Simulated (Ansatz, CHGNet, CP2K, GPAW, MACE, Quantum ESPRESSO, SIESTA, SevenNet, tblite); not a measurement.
# From one method to another: forces in Ge(100) slab, H on both faces (90 atoms)

Diamond-structure Ge (a = 5.658 Å), (100) slab of 6 atomic planes, 3 x 3 surface cells, H on the broken bonds of both faces, 12 Å of vacuum; displaced by a Gaussian of 0.02 Å. Then every atom was moved at random, 0.03 Å r.m.s. a Cartesian component (hydrogen 0.6 of that).

Two calculations on one geometry. First: Kohn-Sham DFT, PBE, PAW, plane waves (Ansatz 0.2.0; cutoff 420 eV, Γ point, fermi-dirac smearing of 0.05 eV; PAW set soft_2). Second: GFN1-xTB tight binding, diagonalisation; levels smeared at 580 K; periodic xTB differs between programs (tblite 0.8.0; Γ point).

Cell vectors (Å):

```
12.002 0.000 0.000
0.000 12.002 0.000
0.000 0.000 20.839
```

Atom, position (Å) and force of the first calculation (eV/Å):

```
1 Ge 1.999 2.071 6.889 -0.111 -1.517 0.566
2 Ge 0.049 2.032 8.295 -0.860 -0.469 0.161
3 Ge 12.002 4.012 9.740 -0.037 -0.158 -0.373
4 Ge 2.094 0.015 11.138 -0.564 -0.112 -0.162
5 Ge 2.015 2.003 12.490 0.662 0.304 0.805
6 Ge 0.065 2.037 13.970 -0.253 -1.055 0.290
7 Ge 2.037 5.984 6.872 -0.324 -0.199 1.965
8 Ge 11.978 5.969 8.322 0.484 0.575 -0.305
9 Ge 0.050 8.011 9.750 -0.522 -0.279 -0.498
10 Ge 1.963 4.054 11.145 0.729 -0.550 -0.422
11 Ge 2.018 5.997 12.525 0.550 0.420 0.295
12 Ge 0.080 6.007 13.923 -0.685 0.629 -0.315
13 Ge 1.994 9.968 6.889 0.764 0.362 -0.354
14 Ge 0.046 9.974 8.256 -0.495 0.064 0.548
15 Ge 0.086 11.965 9.736 -0.480 0.263 -0.292
16 Ge 2.046 7.966 11.073 0.320 0.560 0.394
17 Ge 2.044 10.041 12.517 0.085 -0.677 0.409
18 Ge 0.026 10.009 13.960 -0.007 0.087 -0.619
19 Ge 6.004 2.058 6.892 -0.560 -1.867 1.399
20 Ge 3.932 2.035 8.323 0.863 -0.243 -0.421
21 Ge 4.039 4.013 9.699 -0.991 0.176 0.224
22 Ge 6.022 0.026 11.109 -0.012 -0.402 0.056
23 Ge 6.016 1.985 12.524 0.841 0.157 0.266
24 Ge 4.116 1.968 13.935 -1.244 -0.302 0.052
25 Ge 5.986 6.014 6.894 0.316 0.281 -0.009
26 Ge 4.054 5.998 8.287 -0.603 -0.220 -0.270
27 Ge 4.031 7.994 9.605 0.274 -0.466 1.276
28 Ge 5.957 3.981 11.107 0.471 0.040 0.532
29 Ge 6.074 5.979 12.518 -0.699 -0.223 0.432
30 Ge 4.016 5.971 13.974 0.406 0.512 -1.081
31 Ge 5.995 10.044 6.857 0.285 -1.167 0.587
32 Ge 4.064 9.947 8.306 -0.703 1.081 -0.644
33 Ge 4.014 0.006 9.706 0.381 -0.188 -0.275
34 Ge 6.017 7.984 11.158 0.071 0.276 -0.573
35 Ge 6.060 10.014 12.539 -0.634 0.057 -0.003
36 Ge 4.043 10.053 13.987 0.077 -0.391 -1.303
37 Ge 9.960 1.990 6.865 0.693 0.480 0.283
38 Ge 7.991 2.030 8.257 0.072 -0.179 0.853
39 Ge 7.965 4.012 9.780 0.531 0.073 -0.765
40 Ge 10.010 11.964 11.170 0.519 0.641 -0.766
41 Ge 10.079 1.991 12.512 -0.483 0.083 0.740
42 Ge 8.032 1.991 14.019 0.290 0.339 -1.196
43 Ge 10.003 6.017 6.870 -0.312 -0.837 0.639
44 Ge 7.952 6.048 8.294 0.638 -0.387 0.219
45 Ge 8.066 8.030 9.730 -0.885 -0.033 -0.273
46 Ge 10.045 4.013 11.139 -0.620 -0.159 0.007
47 Ge 10.017 5.987 12.565 0.700 0.216 -0.190
48 Ge 8.064 5.985 13.921 -0.380 -0.039 0.536
49 Ge 10.023 9.918 6.879 -0.104 3.177 1.052
50 Ge 7.979 10.011 8.275 0.415 -0.024 0.086
51 Ge 8.024 11.982 9.745 0.078 0.486 -0.661
52 Ge 10.003 7.991 11.123 0.658 0.283 0.423
53 Ge 10.009 10.048 12.545 0.437 -1.008 0.253
54 Ge 8.038 9.979 13.906 -0.089 0.707 0.461
55 H 1.978 0.767 6.036 0.049 0.493 0.065
56 H 1.995 3.268 6.049 0.039 0.718 -0.892
57 H 0.006 0.694 14.899 0.096 1.247 -0.543
58 H 0.010 3.303 14.851 0.058 -0.395 0.008
59 H 2.048 7.216 6.080 -0.003 0.726 -0.851
60 H 2.011 4.737 6.086 0.039 -0.458 -0.773
61 H 0.060 4.797 14.802 0.045 -0.358 0.421
62 H 0.019 7.223 14.859 0.069 -0.168 0.022
63 H 2.005 11.255 5.968 0.020 -0.689 0.274
64 H 2.014 8.708 5.991 -0.008 0.434 -0.033
65 H 0.016 8.752 14.819 0.015 0.058 0.155
66 H 0.010 11.244 14.868 0.026 -0.118 0.125
67 H 6.031 0.790 6.013 -0.053 0.318 -0.031
68 H 6.036 3.203 6.033 -0.001 1.404 -1.268
69 H 4.055 0.737 14.906 0.052 0.640 -0.279
70 H 4.019 3.215 14.808 0.097 -0.053 0.141
71 H 6.010 4.754 6.057 0.013 0.028 -0.299
72 H 6.020 7.259 5.983 -0.073 -0.322 -0.059
73 H 4.015 4.748 14.834 -0.036 -0.290 0.481
74 H 4.092 7.241 14.810 -0.098 -0.051 0.213
75 H 6.059 8.733 6.023 -0.053 0.547 -0.020
76 H 6.041 11.260 6.016 -0.051 0.532 -0.627
77 H 4.114 8.821 14.840 -0.059 -0.319 0.427
78 H 4.029 11.273 14.840 -0.014 0.354 0.537
79 H 9.981 0.724 5.998 -0.012 0.143 -0.130
80 H 9.998 3.279 5.981 -0.023 -0.570 0.054
81 H 8.071 0.758 14.891 -0.052 -0.134 0.316
82 H 8.064 3.259 14.875 -0.065 -0.174 0.135
83 H 9.990 7.235 5.998 0.053 0.207 -0.444
84 H 10.028 4.734 5.983 -0.017 0.530 0.085
85 H 8.080 4.753 14.872 -0.035 0.448 -0.139
86 H 7.996 7.257 14.809 0.036 -0.438 -0.093
87 H 10.072 11.287 5.974 -0.029 -1.305 0.545
88 H 10.044 8.786 6.023 0.012 -1.624 -1.461
89 H 8.011 11.262 14.816 -0.006 -0.677 -0.208
90 H 8.023 8.753 14.820 0.017 0.137 0.106
```

**Question.** What forces does the second calculation give?

Atom and force (eV/Å):

```
1 -0.087 -1.213 0.548
2 -0.693 -0.372 -0.295
3 -0.047 -0.157 -0.295
4 -0.433 -0.084 -0.108
5 0.515 0.283 1.044
6 -0.187 -0.726 0.020
7 -0.241 -0.167 1.760
8 0.413 0.468 -0.688
9 -0.438 -0.209 -0.401
10 0.572 -0.462 -0.322
11 0.483 0.395 0.670
12 -0.561 0.462 -0.327
13 0.678 0.254 -0.119
14 -0.465 0.054 0.001
15 -0.353 0.193 -0.235
16 0.323 0.427 0.341
17 0.041 -0.577 0.746
18 0.004 0.082 -0.587
19 -0.506 -1.567 1.323
20 0.693 -0.216 -0.722
21 -0.835 0.137 0.129
22 -0.051 -0.332 0.049
23 0.803 0.150 0.579
24 -1.032 -0.249 -0.053
25 0.243 0.219 0.052
26 -0.561 -0.228 -0.629
27 0.206 -0.432 1.048
28 0.343 0.020 0.476
29 -0.559 -0.192 0.787
30 0.327 0.383 -1.064
31 0.205 -0.914 0.583
32 -0.553 0.984 -0.979
33 0.340 -0.151 -0.296
34 0.039 0.219 -0.423
35 -0.534 0.036 0.407
36 0.053 -0.230 -1.180
37 0.538 0.329 0.300
38 0.051 -0.137 0.238
39 0.422 0.052 -0.587
40 0.404 0.582 -0.656
41 -0.381 0.073 1.001
42 0.225 0.271 -1.043
43 -0.266 -0.657 0.646
44 0.523 -0.309 -0.267
45 -0.698 0.000 -0.237
46 -0.511 -0.117 0.030
47 0.624 0.177 0.268
48 -0.334 -0.009 0.339
49 -0.095 2.554 1.167
50 0.299 0.000 -0.404
51 0.094 0.382 -0.511
52 0.547 0.211 0.412
53 0.405 -0.896 0.654
54 -0.069 0.508 0.268
55 0.028 1.347 0.156
56 0.015 -0.337 -0.641
57 0.063 1.911 -0.415
58 0.021 -1.249 -0.041
59 0.002 -0.371 -0.603
60 0.036 0.589 -0.563
61 0.048 0.650 0.215
62 0.060 -1.025 -0.067
63 0.012 -1.441 0.253
64 -0.031 1.242 0.009
65 0.007 0.978 0.032
66 0.023 -1.131 -0.032
67 -0.025 1.126 0.041
68 0.028 0.351 -0.996
69 0.046 1.435 -0.267
70 0.097 -0.919 0.031
71 0.019 0.905 -0.162
72 -0.063 -1.234 0.052
73 -0.029 0.706 0.330
74 -0.096 -0.910 0.120
75 -0.021 1.436 0.068
76 -0.024 -0.497 -0.412
77 -0.046 0.594 0.266
78 -0.017 -0.725 0.329
79 -0.053 1.174 0.019
80 -0.028 -1.439 0.124
81 -0.020 0.866 0.184
82 -0.052 -1.109 0.038
83 0.032 -0.677 -0.289
84 0.004 1.424 0.145
85 -0.030 1.281 -0.205
86 0.027 -1.292 -0.152
87 0.024 -1.972 0.421
88 0.032 -0.606 -1.187
89 -0.029 -1.451 -0.244
90 0.015 1.067 -0.014
```

The two sets differ by 365 meV/Å r.m.s., 64 % of the r.m.s. force of the Ansatz run. Periodic xTB results under one method name differ between programs and library versions. The electronic-structure runs sample only Γ, in a cell whose shortest periodic width is 12 Å.

[Logs are printed without paths, hosts, clocks, repeated set-up lines and the standing remarks that a program may print on its own settings, such as how far it seeks lower states.]

[Hosts, paths, dates, database ids (printed as entryN), source tags and the programs' standing remarks are cut or masked in the printed files.]
